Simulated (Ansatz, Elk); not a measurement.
**TlAsPb3: X-ray structure factors from the self-consistent density**

Structure refinements treat a crystal as free atoms side by side. For a made-up structure of TlAsPb3 (cell and positions from a r2SCAN relaxation) the runs below show what the calculated density changes in F(hkl).

Method: DFT, PBE, all-electron APW+lo, Dirac cores, scalar-relativistic bands, static density, no spin, in Elk 11.2.3 (patched build).

The structure was built from a prototype and need not be the compound's stable phase.

## Step 1: Set-up

It takes space group Pm-3m (No. 221, cubic). Conventional cell: a = 5.626 Å, b = 5.626 Å, c = 5.626 Å, α = 90.00°, β = 90.00°, γ = 90.00°. Nearest to Pb lie 2 As at 2.81 Å. Tl has 12 Pb at 3.98 Å nearest. Nearest to As lie 6 Pb at 2.81 Å. Farther neighbours are not listed.

Structure file:

```cif
data_structure
_symmetry_space_group_name_H-M 'Pm-3m'
_symmetry_Int_Tables_number 221
_cell_length_a 5.6264
_cell_length_b 5.6264
_cell_length_c 5.6264
_cell_angle_alpha 90.000
_cell_angle_beta 90.000
_cell_angle_gamma 90.000
_cell_volume 178.11
loop_
_atom_site_label
_atom_site_type_symbol
_atom_site_symmetry_multiplicity
_atom_site_Wyckoff_symbol
_atom_site_fract_x
_atom_site_fract_y
_atom_site_fract_z
_atom_site_occupancy
Pb1 Pb 3 c 0.00000 0.50000 0.50000 1
Tl1 Tl 1 a 0.00000 0.00000 0.00000 1
As1 As 1 b 0.50000 0.50000 0.50000 1
```

## Step 2: Ground state and structure factors

An all-electron density is needed, since X-rays see the cores too. Task 0 finds the density and task 195 Fourier-transforms it; tshift is off so that phases refer to the origin typed.

elk.in

```
tasks
  0
  195

xctype
  20

spinpol
  .false.

rgkmax
  7.0

gmaxvr
  14.0

lmaxo
  7

lmaxapw
  8

swidth
  0.002

tshift
  .false.

ramdisk
  .false.

hmaxvr
  5.5

maxscl
  120

epspot
  1e-06

sppath
  './'

avec
  10.63236227957 -0.00000000000 -0.00000000000
  -0.00000000000 10.63236227957 -0.00000000000
  -0.00000000000 -0.00000000000 10.63236227957

atoms
  3
  'Pb.in'
  3
  0.0000000000 0.5000000000 0.5000000000   0.000000 0.000000 0.000000
  0.5000000000 -0.0000000000 0.5000000000   0.000000 0.000000 0.000000
  0.5000000000 0.5000000000 0.0000000000   0.000000 0.000000 0.000000
  'Tl.in'
  1
  -0.0000000000 0.0000000000 -0.0000000000   0.000000 0.000000 0.000000
  'As.in'
  1
  0.5000000000 0.5000000000 0.5000000000   0.000000 0.000000 0.000000

ngridk
  4 4 4
```

Launch:

```
> OMP_NUM_THREADS=4 elk
```

Numbers of over 12 decimals in the logs are rounded to 6 here.

The program printed:

```text
┌─────────────────────────┐
│ Elk code version 11.2.3 │
└─────────────────────────┘

All units are atomic (Hartree, Bohr, etc.)

┌─────────────────────────────────────────────────┐
│ Ground-state run starting from atomic densities │
└─────────────────────────────────────────────────┘

Lattice vectors :
   10.63236228      -0.000000000      -0.000000000
  -0.000000000       10.63236228      -0.000000000
  -0.000000000      -0.000000000       10.63236228

Reciprocal lattice vectors :
  0.5909491364       0.000000000       0.000000000
   0.000000000      0.5909491364       0.000000000
   0.000000000       0.000000000      0.5909491364

Unit cell volume      :    1201.958016
Brillouin zone volume :   0.2063717785

Muffin-tin inner radius fraction :   0.1000000000E-01

Nuclei treated as point charges

Species : 1 (Pb)
 parameters loaded from : Pb.in
 name : lead
 nuclear charge    :   -82.00000000
 electronic charge :    82.00000000
 atomic mass :    377702.4943
 muffin-tin radius :    2.800000000
 number of radial points in muffin-tin :   1393
 inner part over the whole radius :   0.9993555083E-02
 number on inner part of muffin-tin    :   1001
 approximate nuclear radius :   0.1047603524E-03
 number of mesh points to nuclear radius :    525
 atomic positions (lattice), magnetic fields (Cartesian) :
  1 :   0.00000000  0.50000000  0.50000000    0.00000000  0.00000000  0.00000000
  2 :   0.50000000  0.00000000  0.50000000    0.00000000  0.00000000  0.00000000
  3 :   0.50000000  0.50000000  0.00000000    0.00000000  0.00000000  0.00000000

Species : 2 (Tl)
 parameters loaded from : Tl.in
 name : thallium
 nuclear charge    :   -81.00000000
 electronic charge :    81.00000000
 atomic mass :    372567.9643
 muffin-tin radius :    2.800000000
 number of radial points in muffin-tin :   1393
 inner part over the whole radius :   0.9893942913E-02
 number on inner part of muffin-tin    :   1000
 approximate nuclear radius :   0.1043008296E-03
 number of mesh points to nuclear radius :    525
 atomic positions (lattice), magnetic fields (Cartesian) :
  1 :   0.00000000  0.00000000  0.00000000    0.00000000  0.00000000  0.00000000

Species : 3 (As)
 parameters loaded from : As.in
 name : arsenic
 nuclear charge    :   -33.00000000
 electronic charge :    33.00000000
 atomic mass :    136573.7220
 muffin-tin radius :    2.400000000
 number of radial points in muffin-tin :    993
 inner part over the whole radius :   0.9862024899E-02
 number on inner part of muffin-tin    :    702
 approximate nuclear radius :   0.7712558785E-04
 number of mesh points to nuclear radius :    341
 atomic positions (lattice), magnetic fields (Cartesian) :
  1 :   0.50000000  0.50000000  0.50000000    0.00000000  0.00000000  0.00000000

Total number of atoms per unit cell :    5
Total muffin-tin volume :    425.7151261
 ratio of muffin-tin to unit cell volume :   0.3541846891

Spin treatment :
 spin-unpolarised

Number of Bravais lattice symmetries :   48
Number of crystal symmetries         :   48
Crystal has inversion symmetry
Real symmetric eigensolver will be used

k-point grid :      4     4     4
k-point offset :    0.000000000       0.000000000       0.000000000
k-point set is reduced with full crystal symmetry group
Total number of k-points :       10

Muffin-tin radius times maximum |G+k| :    7.000000000
 using average radius
Maximum |G+k| for APW functions       :    2.573529412
Maximum (1/2)|G+k|²                   :    3.311526817
Maximum |G| for potential and density :    14.00000000
Constant for pseudocharge density :   10
 order of it for each species :   17  17  17
 order of it for pair densities of each species (exact exchange by exxq0 0: 18) :   10  10   6
Radial integration step length :    1

G-vector grid sizes :     48    48    48
Number of G-vectors :    55707

Maximum angular momentum used for
 APW functions            :    8
 outer part of muffin-tin :    7
 inner part of muffin-tin :    2

Total nuclear charge    :   -360.0000000
[...]
Density of states at Fermi energy :    121.9079251
 (states/Hartree/unit cell)

Estimated indirect band gap :   0.4009023856E-02
 from k-point 5 to k-point 2
Estimated direct band gap   :   0.1380024148E-01
 at k-point 5

Charges :
 core                        :    284.0000000
 valence                     :    76.00000000
 interstitial                :    8.058260565
 muffin-tins (core leakage)
  species : 1 (Pb)
   atom 1                    :    80.17956661     (  0.1222142912E-02)
[...]
species : 2 (Tl)
[...]
species : 3 (As)
[...]
total in muffin-tins        :    351.9417394
 total calculated charge     :    359.9949118
 total charge                :    360.0000000
 error                       :   0.5088193371E-02

RMS change in Kohn-Sham potential (target) :   0.2173426876     (  0.1000000000E-05)
Absolute change in total energy (target)   :    1.400296247     (  0.1000000000E-03)

[... loops 3 to 16 left out ...]

┌──────────────────┐
│ Loop number : 17 │
└──────────────────┘

Energies :
 Fermi                       :     0.147719
 sum of occupied eigenvalues :     -52694.250499354
 electron kinetic            :      98937.563222507
 core electron kinetic       :      98136.261393910
 Coulomb                     :     -182636.36979948
 Coulomb potential           :     -149490.18940842
 nuclear-nuclear             :     -6183.9453152779
 electron-nuclear            :     -203507.77547089
 Hartree                     :      27055.350986685
 Madelung                    :     -107891.27509527
 xc potential                :     -2141.6243134360
 exchange                    :     -1615.0288730684
 correlation                 :     -21.718959662095
 electron entropic           :    -0.19248981925333E-02
 total energy                :     -85335.556334604

Density of states at Fermi energy :    142.3826123
 (states/Hartree/unit cell)

Estimated indirect band gap :   0.3017942599E-02
 from k-point 4 to k-point 5
Estimated direct band gap   :   0.1078334498E-01
 at k-point 5

Charges :
 core                        :    284.0000000
 valence                     :    76.00000000
 interstitial                :    8.251479553
 muffin-tins (core leakage)
  species : 1 (Pb)
[...]
species : 2 (Tl)
[...]
species : 3 (As)
[...]
total in muffin-tins        :    351.7485204
 total calculated charge     :    359.9950061
 total charge                :    360.0000000
 error                       :   0.4993869873E-02

RMS change in Kohn-Sham potential (target) :   0.3212719170E-07 (  0.1000000000E-05)
Absolute change in total energy (target)   :   0.7337825082E-04 (  0.1000000000E-03)

Convergence targets achieved

┌──────────────────┐
│ Loop number : 18 │
└──────────────────┘

Energies :
 Fermi                       :     0.147719
 sum of occupied eigenvalues :     -52694.250500650
 electron kinetic            :      98937.563220808
 core electron kinetic       :      98136.261392341
 Coulomb                     :     -182636.36979886
 Coulomb potential           :     -149490.18940724
 nuclear-nuclear             :     -6183.9453152779
 electron-nuclear            :     -203507.77547069
 Hartree                     :      27055.350987109
 Madelung                    :     -107891.27509524
 xc potential                :     -2141.6243142201
 exchange                    :     -1615.0288731010
 correlation                 :     -21.718959662103
 electron entropic           :    -0.19248983026141E-02
 total energy                :     -85335.556335712

Density of states at Fermi energy :    142.3826215
 (states/Hartree/unit cell)

Estimated indirect band gap :   0.3017942370E-02
 from k-point 4 to k-point 5
Estimated direct band gap   :   0.1078334535E-01
 at k-point 5

Charges :
 core                        :    284.0000000
 valence                     :    76.00000000
 interstitial                :    8.251479485
 muffin-tins (core leakage)
  species : 1 (Pb)
[...]
atom 3                    :    80.28437484     (  0.1179802080E-02)
  species : 2 (Tl)
   atom 1                    :    79.43575983     (  0.3627092080E-04)
  species : 3 (As)
   atom 1                    :    31.45963618     (  0.1424861926E-03)
 total in muffin-tins        :    351.7485205
 total calculated charge     :    359.9950061
 total charge                :    360.0000000
 error                       :   0.4993869949E-02

┌──────────────────────────────┐
│ Self-consistent loop stopped │
└──────────────────────────────┘

Warning : the lowest level lies among the core levels :   -2.483813817      -2.634890998

Warning : core states of species 1 leak from the muffin-tin :   0.1179802080E-02

Warning : core states of species 3 leak from the muffin-tin :   0.1424861926E-03

Wrote STATE.OUT
```

Run time: 39 s. Hardware: 4 threads of Arm Neoverse V2, shared host; peak memory 0.29 GiB.

SFACRHO.OUT:

```text

h k l indices transformed by vhmat matrix:
   1.000000000       0.000000000       0.000000000    
   0.000000000       1.000000000       0.000000000    
   0.000000000       0.000000000       1.000000000    

      h      k      l  multipl.   |H|            Re(F)            Im(F)           |F|

      0      0      0      1   0.0000000       360.00000      0.16073850E-15   360.00000    
      1      0      0      6  0.59094914      -31.821921      0.10299373E-12   31.821921    
      0     -1     -1     12  0.83572828       28.752696      0.31351366E-13   28.752696    
     -1     -1     -1      8   1.0235539       264.00359      0.18976286E-12   264.00359    
      0      2      0      6   1.1818983       311.59519     -0.19157757E-12   311.59519    
     -1     -2      0     24   1.3214024      -26.987847     -0.16486036E-12   26.987847    
      1     -1     -2     24   1.4475238       24.744070     -0.11265674E-12   24.744070    
      0     -2      2     12   1.6714566       285.11388      0.34351317E-13   285.11388    
     -1      2     -2     24   1.7728474      -24.449017     -0.12890056E-12   24.449017    
     -3      0      0      6   1.7728474      -24.561951     -0.32683749E-12   24.561951    
      0     -1      3     24   1.8687453       22.512142      0.13246830E-14   22.512142    
     -3      1      1     24   1.9599566       224.80698      0.11245203E-12   224.80698    
     -2     -2      2      8   2.0471079       266.12387      0.21110537E-12   266.12387    
      3      0     -2     24   2.1306974      -22.792448      0.31724292E-12   22.792448    
     -1     -2      3     48   2.2111292       20.842112     -0.15174901E-12   20.842112    
      0      0      4      6   2.3637965       251.27540     -0.31041007E-12   251.27540    
     -1      0      4     24   2.4365457      -21.459437     -0.13268232E-12   21.459437    
     -3     -2      2     24   2.4365457      -21.396774     -0.24164064E-12   21.396774
```

Elk indexes on the primitive cell of elk.in and gives |H| = 4π sin θ/λ in inverse bohr. Below, one row stands for each form hkl of the conventional cell (m members, Friedel mates merged), F is for one primitive cell and the density is static (no thermal factor). Free-atom factors are Waasmaier and Kirfel's, and R is Σm||F|−|F'||/Σm|F|.

```csv
hkl,m,sin θ/λ (Å⁻¹),"abs F, DFT",neutral atoms,diff.
100,6,0.089,31.822,31.805,+0.017
110,12,0.126,28.753,28.596,+0.157
111,8,0.154,264.004,264.425,-0.421
200,6,0.178,311.595,311.853,-0.258
210,24,0.199,26.988,26.976,+0.012
211,24,0.218,24.744,24.848,-0.104
220,12,0.251,285.114,285.299,-0.185
221,24,0.267,24.449,24.554,-0.105
300,6,0.267,24.562,24.554,+0.008
310,24,0.281,22.512,22.617,-0.105
311,24,0.295,224.807,224.749,+0.058
222,8,0.308,266.124,266.268,-0.144
320,24,0.320,22.792,22.844,-0.052
321,48,0.333,20.842,20.971,-0.129
400,6,0.355,251.275,251.316,-0.041
410,24,0.366,21.459,21.451,+0.008
322,24,0.366,21.397,21.451,-0.054
411,24,0.377,19.579,19.632,-0.053
330,12,0.377,19.552,19.632,-0.080
331,24,0.387,201.715,201.714,+0.001
420,24,0.397,238.900,238.995,-0.095
421,48,0.407,20.237,20.254,-0.018
```

## Step 3: The highest occupied states alone

An energy window below the Fermi level keeps the highest occupied states, to see at which angles they scatter; shallow core shells can lie inside it and anion s states outside. No new self-consistency is needed.

elk.in, as its differences from that of step 2:

```diff
@@ -1,3 +1,2 @@
 tasks
-  0
   195
@@ -40,2 +39,5 @@
 
+wsfac
+  -0.403520 0.447720
+
 sppath
```

Launch:

```
> OMP_NUM_THREADS=4 elk
```

The program printed:

```text
┌─────────────────────────────────┐
│ Elk code version 11.2.3 started │
└─────────────────────────────────┘

Info(readinput): the functional depends on the density's gradient
 muffin-tin radial points multiplied by    2.00000
 (not where nrmtscf is given)

┌────────────────────┐
│ Current task : 195 │
└────────────────────┘

Info(sfacrho): density structure factors written to SFACRHO.OUT

 Energy window :  -0.4035200000      0.4477200000

┌──────────────────┐
│ Elk code stopped │
└──────────────────┘
```

It took 23 s on 4 threads; peak memory 0.19 GiB.

States within 15 eV below the Fermi level hold 30.00 electrons; any levels below the window count with the cores. Their amplitudes can exceed the total, where window and core parts have opposite phase:

```
hkl  sin θ/λ (Å⁻¹)  abs F, window  abs F, all
100          0.089          4.644      31.822
110          0.126          9.758      28.753
111          0.154          7.981     264.004
200          0.178          8.837     311.595
210          0.199          4.239      26.988
211          0.218          5.032      24.744
220          0.251          3.488     285.114
221          0.267          3.029      24.449
300          0.267          3.006      24.562
310          0.281          2.667      22.512
```

## Step 4: Another functional

The difference from free atoms is small, so it is set against the change that PBEsol makes.

elk.in, as its differences from that of step 3:

```diff
@@ -1,2 +1,3 @@
 tasks
+  0
   195
@@ -4,3 +5,3 @@
 xctype
-  20
+  22
 
@@ -39,5 +40,2 @@
 
-wsfac
-  -0.403520 0.447720
-
 sppath
```

Launch:

```
> OMP_NUM_THREADS=4 elk
```

The program printed:

```text
┌─────────────────────────┐
│ Elk code version 11.2.3 │
└─────────────────────────┘

All units are atomic (Hartree, Bohr, etc.)

┌─────────────────────────────────────────────────┐
│ Ground-state run starting from atomic densities │
└─────────────────────────────────────────────────┘

Lattice vectors :
   10.63236228      -0.000000000      -0.000000000
  -0.000000000       10.63236228      -0.000000000
  -0.000000000      -0.000000000       10.63236228

Reciprocal lattice vectors :
  0.5909491364       0.000000000       0.000000000
[...]
species : 3 (As)
   atom 1                    :    31.44982497     (  0.1442087209E-03)
 total in muffin-tins        :    351.7296882
 total calculated charge     :    359.9949862
 total charge                :    360.0000000
 error                       :   0.5013826603E-02

┌──────────────────────────────┐
│ Self-consistent loop stopped │
└──────────────────────────────┘

Warning : the lowest level lies among the core levels :   -2.487420095      -2.637698892

Warning : core states of species 1 leak from the muffin-tin :   0.1184620513E-02

Warning : core states of species 3 leak from the muffin-tin :   0.1442087209E-03

Wrote STATE.OUT
[key lines of the parts left out:]
total energy                :     -85311.650103789
```

It took 39 s on 4 threads; peak memory 0.29 GiB.

Against the first run R = 0.01 %; the largest change is -0.026 at 200.

## Step 5: A coarser k-mesh

About half the k-points along each axis test the sampling.

elk.in, as its differences from that of step 4:

```diff
@@ -5,3 +5,3 @@
 xctype
-  22
+  20
 
@@ -63,2 +63,2 @@
 ngridk
-  4 4 4
+  2 2 2
```

Launch:

```
> OMP_NUM_THREADS=4 elk
```

The program printed:

```text
┌─────────────────────────┐
│ Elk code version 11.2.3 │
└─────────────────────────┘

All units are atomic (Hartree, Bohr, etc.)

┌─────────────────────────────────────────────────┐
│ Ground-state run starting from atomic densities │
└─────────────────────────────────────────────────┘

Lattice vectors :
   10.63236228      -0.000000000      -0.000000000
  -0.000000000       10.63236228      -0.000000000
  -0.000000000      -0.000000000       10.63236228

Reciprocal lattice vectors :
  0.5909491364       0.000000000       0.000000000
[...]
species : 3 (As)
   atom 1                    :    31.49099649     (  0.1429133926E-03)
 total in muffin-tins        :    351.7740293
 total calculated charge     :    359.9950755
 total charge                :    360.0000000
 error                       :   0.4924508899E-02

┌──────────────────────────────┐
│ Self-consistent loop stopped │
└──────────────────────────────┘

Warning : the lowest level lies among the core levels :   -2.477826889      -2.635981492

Warning : core states of species 1 leak from the muffin-tin :   0.1180747930E-02

Warning : core states of species 3 leak from the muffin-tin :   0.1429133926E-03

Wrote STATE.OUT
[key lines of the parts left out:]
total energy                :     -85335.478971663
```

Wall time 35 s (4 threads); peak memory 0.32 GiB.

Against the first run R = 0.01 %; the largest change is -0.123 at 300.

## Step 6: Settings against the effect

| run | R against the first run (%) | R against neutral atoms, low angle (%) | wall time |
| --- | --- | --- | --- |
| PBE, rgkmax 7 | 0.00 | 0.12 | 39 s |
| PBEsol | 0.01 | 0.12 | 39 s |
| k-mesh 2×2×2 | 0.01 | 0.12 | 35 s |

## Step 7: Results

| Property | Result |
| --- | --- |
| R against neutral atoms, sin θ/λ < 0.3 Å⁻¹ | 0.12 % |
| R against neutral atoms, 0.3 to 0.82 Å⁻¹ | 0.09 % |

Independent neutral atoms miss the calculated amplitudes by R = 0.12 % below 0.3 Å⁻¹ and 0.09 % from there to 0.82 Å⁻¹; by shells, 0.37 % below 0.15 Å⁻¹ (2 forms), 0.11 % 0.15 to 0.3 (9 forms), 0.08 % 0.3 to 0.45 (15 forms), 0.09 % above 0.45 (93 forms). Bonding, aspherical density and the tables' own atoms all enter these figures, and the runs don't part them. The largest change of an amplitude is -0.42 electrons, at 111. The window's part falls from 30.0 electrons at the origin to at most 0.43 between 0.45 and 0.82 Å⁻¹. The window holds more than the 20 outer electrons of the free atoms, so shallow core shells lie inside it. Below 0.3 Å⁻¹ the changes that finished (PBEsol and k-mesh 2×2×2) move F by R = 0.04 % at most, against the 0.12 % that separates it from free atoms, so the difference from free atoms is only partly resolved. The basis has no finished test. Spin-orbit coupling is left out, which can matter for elements this heavy. Part of the difference isn't bonding: the tables are fits to free atoms and ions calculated by other methods than this functional. Thermal motion, anomalous dispersion and extinction are left out.

[Logs are printed without paths, hosts, clocks, repeated set-up lines and the standing remarks that a program may print on its own settings, such as how far it seeks lower states.]

[Hosts, paths, dates, database ids (printed as entryN), source tags and the programs' standing remarks are cut or masked in the printed files.]
